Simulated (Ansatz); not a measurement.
An input for Ansatz 0.2.0 (MgH2 (P4_2/mnm)):

```yaml
crystal:
  lattice:
    - [4.5168, 0.0, 0.0]
    - [0.0, 4.5168, 0.0]
    - [0.0, 0.0, 3.0205]
  atoms:
    - { symbol: Mg, position: [0.0, 0.0, 0.0] }
    - { symbol: Mg, position: [0.5, 0.5, 0.5] }
    - { symbol: H, position: [0.306, 0.306, 0.0] }
    - { symbol: H, position: [0.194, 0.806, 0.5] }
    - { symbol: H, position: [0.694, 0.694, 0.0] }
    - { symbol: H, position: [0.806, 0.194, 0.5] }
kpoints:
  mp_grid: { grid: [4, 4, 6] }
hamiltonian:
  xc: pbe
scf:
  occupations: { method: fixed }
gw:
  n_empty_bands: 183
  ecut_chi: 120
  qp_bands: [v2, c2]
  qp_kpoints: band_edges
  screening: { model: contour_deformation }
```

```sh
ansatz run input.yaml --threads 3 --pin off --max-ram 92160MiB --backend cuda --events-out ev --progress --plain --runs-dir out --devices 1 --max-vram 13GiB  # rebuilt from the run's record
```

How long will it take on 1 × NVIDIA H100 80GB HBM3 (shared by 6 runs) with 3 threads of AMD EPYC 7R13 (Zen 3), shared host, and how much memory?

It took 18 s; on shared hardware allow 9 s to 36 s. Peak host memory was 1.2 GiB. The sizes that set the cost: 1195 plane waves a state, 24 irreducible k points, 195 bands summed, 181 plane waves in the screening and 6 SCF cycles.

The screening grows as filled bands × empty bands × pairs of k points, times the square of the screening basis for the matrix.

[Paths, hosts, dates, memory and timing lines, banners, echoed tables and standing remarks are left out of the program output.]

[Logs are printed without paths, hosts, clocks, repeated set-up lines and the standing remarks that a program may print on its own settings, such as how far it seeks lower states.]

[Runs of the session that timed out or met a known fault of the program may be left out.]

[Cells called generated may have been cut or substituted from an entry of the Crystallography Open Database or the Materials Project.]

[Hosts, paths, dates, database ids (printed as entryN), source tags and the programs' standing remarks are cut or masked in the printed files.]
